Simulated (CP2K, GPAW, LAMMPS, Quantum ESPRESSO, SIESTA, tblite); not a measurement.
# What went wrong? GPAW on glassy 29TiO2-71Al2O3 (mol %) (137 atoms)

Program: GPAW 26.7.0, a calculation on a cell of 9 Ti, 44 Al and 84 O, 10.9 Å³ an atom.

run.py reads:

```python
import numpy as np
from ase.io import read
from gpaw import GPAW, FermiDirac

atoms = read("structure.xyz")
atoms.calc = GPAW(
    mode="lcao",
    basis="dzp",
    h=0.18,
    xc="PBE",
    kpts={"size": (1, 1, 1), "gamma": True},
    occupations=FermiDirac(0.05),
    maxiter=6,
    symmetry={"point_group": False},
    txt="gpaw.txt",
)
energy = atoms.get_potential_energy(force_consistent=True)
forces = atoms.get_forces()
print(f"energy {energy:.6f} eV")
print("forces (eV/A)")
for i, (a, f) in enumerate(zip(atoms, forces)):
    print(f"{i:4d} {a.symbol:2s} {f[0]:10.5f} {f[1]:10.5f} {f[2]:10.5f}")
print(f"Fermi level {atoms.calc.get_fermi_level():.4f} eV")
for k in range(len(atoms.calc.get_ibz_k_points())):
    for s in range(atoms.calc.get_number_of_spins()):
        e = atoms.calc.get_eigenvalues(kpt=k, spin=s)
        n = np.searchsorted(e, atoms.calc.get_fermi_level())
        print(f"k {k} spin {s} levels about the Fermi level:", np.round(e[max(n - 6, 0):n], 4).tolist(), "|", np.round(e[n:n + 6], 4).tolist())
```

structure.xyz reads:

```xyz
137
Lattice="11.41591 0.00000 0.00000 0.00000 11.41591 0.00000 0.00000 0.00000 11.41591" Properties=species:S:1:pos:R:3 pbc="T T T"
Ti 8.50109 8.57769 6.77705
Ti 6.68972 10.42352 0.57513
Ti 4.47698 0.31965 7.70357
Ti 4.16909 0.84238 4.57493
Ti 0.08779 0.62251 0.72776
Ti 6.74441 7.48404 3.71919
Ti 11.13428 6.42933 5.86812
Ti 4.09203 8.58465 0.03916
Ti 10.46074 2.55762 6.48036
Al 1.27561 11.04021 3.60423
[... 123 atom lines left out ...]
O 2.91711 5.45966 9.21127
O 3.08207 5.48854 3.28847
O 7.81214 6.38184 2.65249
O 4.57481 10.84443 5.91824
```

Launch:

```bash
$ OMP_NUM_THREADS=1 python run.py > output.txt
```

What it wrote:

```text
gpaw.KohnShamConvergenceError
```

gpaw.txt:

```text
Input parameters:
  mode=LCAO(),
  basis={'default': 'dzp'},
  h=0.18,
  kpts=MonkhorstPack(size=(1, 1, 1), gamma=True),
  maxiter=6,
  occupations=Occupations(name='fermi-dirac', width=0.05, fixmagmom=False),
  symmetry=Symmetry(point_group=False),
  xc=XC(name='PBE')
Unit cell  # Å
| periodic |         x |         y |         z |   lengths |    angles |
|----------|-----------|-----------|-----------|-----------|-----------|
|      yes | 11.415910 |  0.000000 |  0.000000 | 11.415910 | 90.000000 |
|      yes |  0.000000 | 11.415910 |  0.000000 | 11.415910 | 90.000000 |
|      yes |  0.000000 |  0.000000 | 11.415910 | 11.415910 | 90.000000 |
Number of symmetries: 1
Symmetry operations  # r_c * U_cc + t_c -> r_c
|   | kind |            matrix            |
|---|------|------------------------------|
| 0 |  E   |  1, 0, 0,  0, 1, 0,  0, 0, 1 |
BZ-sampling:
  Number of BZ points: 1
  Number of IBZ points: 1
  Monkhorst-Pack size: [1, 1, 1]
  Monkhorst-Pack shift: [0, 0, 0]
K-points  # in reciprocal-cell coordinates
|   |                                coordinates |     weight |
|---|--------------------------------------------|------------|
| 0 | (  0.00000000,   0.00000000,   0.00000000) | 1.00000000 |
basis functions: 1925
Spin-components: 1 (collinear spins)
Bands:           451
Projectors:      694
Spin-degeneracy: 2
Datatype:        <class 'float'>
Parallelization:
  kpt:    1
  domain: 1
  band:   1
Density:
  Valence electrons: 744.0
  Components: 1
  Grid points: [64 64 64]
  Charge: 0.0  # |e|
Potential:
  Grid points: [64 64 64]
species:
  Ti:
    name:    Titanium
    Z:       22.0
    valence: 12
    core:    10
    LCAO basis set for Ti:
      Name: dzp
      Number of radial functions: 11
      Number of spherical harmonics: 29
        l=0, rc=3.4375 Bohr: 3s-sz confined orbital
        l=0, rc=9.9062 Bohr: 4s-sz confined orbital
        l=1, rc=3.8906 Bohr: 3p-sz confined orbital
        l=1, rc=13.1094 Bohr: 4p-sz confined orbital
        l=2, rc=6.6250 Bohr: 3d-sz confined orbital
        l=0, rc=2.1406 Bohr: 3s-dz split-valence wave
        l=0, rc=6.0156 Bohr: 4s-dz split-valence wave
        l=1, rc=2.3125 Bohr: 3p-dz split-valence wave
        l=1, rc=8.1094 Bohr: 4p-dz split-valence wave
        l=2, rc=3.8594 Bohr: 3d-dz split-valence wave
        l=1, rc=9.9062 Bohr: p-type Gaussian polarization
      Number of RI-basis functions 0
  Al:
    name:    Aluminium
    Z:       13.0
    valence: 3
    core:    10
    LCAO basis set for Al:
      Name: dzp
      Number of radial functions: 5
      Number of spherical harmonics: 13
        l=0, rc=7.8750 Bohr: 3s-sz confined orbital
        l=1, rc=10.4219 Bohr: 3p-sz confined orbital
        l=0, rc=4.6094 Bohr: 3s-dz split-valence wave
        l=1, rc=6.2812 Bohr: 3p-dz split-valence wave
        l=2, rc=10.4219 Bohr: d-type Gaussian polarization
      Number of RI-basis functions 0
  O:
    name:    Oxygen
    Z:       8.0
    valence: 6
    core:    2
    LCAO basis set for O:
      Name: dzp
      Number of radial functions: 5
      Number of spherical harmonics: 13
        l=0, rc=4.3438 Bohr: 2s-sz confined orbital
        l=1, rc=5.3906 Bohr: 2p-sz confined orbital
        l=0, rc=2.2969 Bohr: 2s-dz split-valence wave
        l=1, rc=2.8906 Bohr: 2p-dz split-valence wave
        l=2, rc=5.3906 Bohr: d-type Gaussian polarization
      Number of RI-basis functions 0
Reference energy: -670998.345486  # eV
eigensolver:
density mixing:
  MSR1-Mixer
occupation numbers:
  Fermi-Dirac:
    width: 0.0500  # eV
FastPoissonSolver using
    Stencil: 6*3+1=19 point O(h^6) finite-difference Laplacian
xc functional:
  name: PBE with 2 nearest neighbor stencil
interpolation: tri-quintic # 5. degree polynomial
Initialization done in: 20.188 s
convergence criteria:
- Maximum [total energy] change in last 3 cyles: 0.0005 eV / valence electron
- Maximum integral of absolute [dens]ity change: 0.0001 electrons / valence electron
- Maximum integral of absolute [eigenst]ate change: 4e-08 eV^2 / valence electron
maximum number of iterations: 6
SCF iterations
|iter     |      energy | eigst |  dens |
|---------|-------------|-------|-------|
|iter:   1|-1075.276672 |      c|       |
|iter:   2|-1045.043575 |      c| -0.76 |
|iter:   3| -972.326846 |      c| -0.81 |
|iter:   4| -975.613331 |      c| -1.36 |
|iter:   5| -969.147582 |      c| -1.48 |
|iter:   6| -970.152925 |      c| -1.75 |
timing:  # [seconds]
  Total: 344.067  # ━━━━━━━━━━━━━━━━━━━━━━━━━━━━━━━━━━━━━━━━━━━━━━━━━━━━━━━━━
  Init:   20.187  # ━━━╸
  SCF:   323.812  # ━━━━━━━━━━━━━━━━━━━━━━━━━━━━━━━━━━━━━━━━━━━━━━━━━━━━━╸
```

Wall time 5.8 min (1 thread of Arm Neoverse V1, shared host); peak memory 2.8 GiB.

Banners, paths, timers and routine set-up lines are dropped from the logs unmarked, and long logs keep their key lines alone; longer cuts are marked.

Why should this run not be trusted?

Too few SCF iterations: iteration limit 6.

The run ended unconverged.

[Also dropped from logs without a mark: logging warnings of Python, and SIESTA's first energy breakdown and zero terms.]

[Logs are printed without paths, hosts, clocks, repeated set-up lines and the standing remarks that a program may print on its own settings, such as how far it seeks lower states.]

[Hosts, paths, dates, database ids (printed as entryN), source tags and the programs' standing remarks are cut or masked in the printed files.]
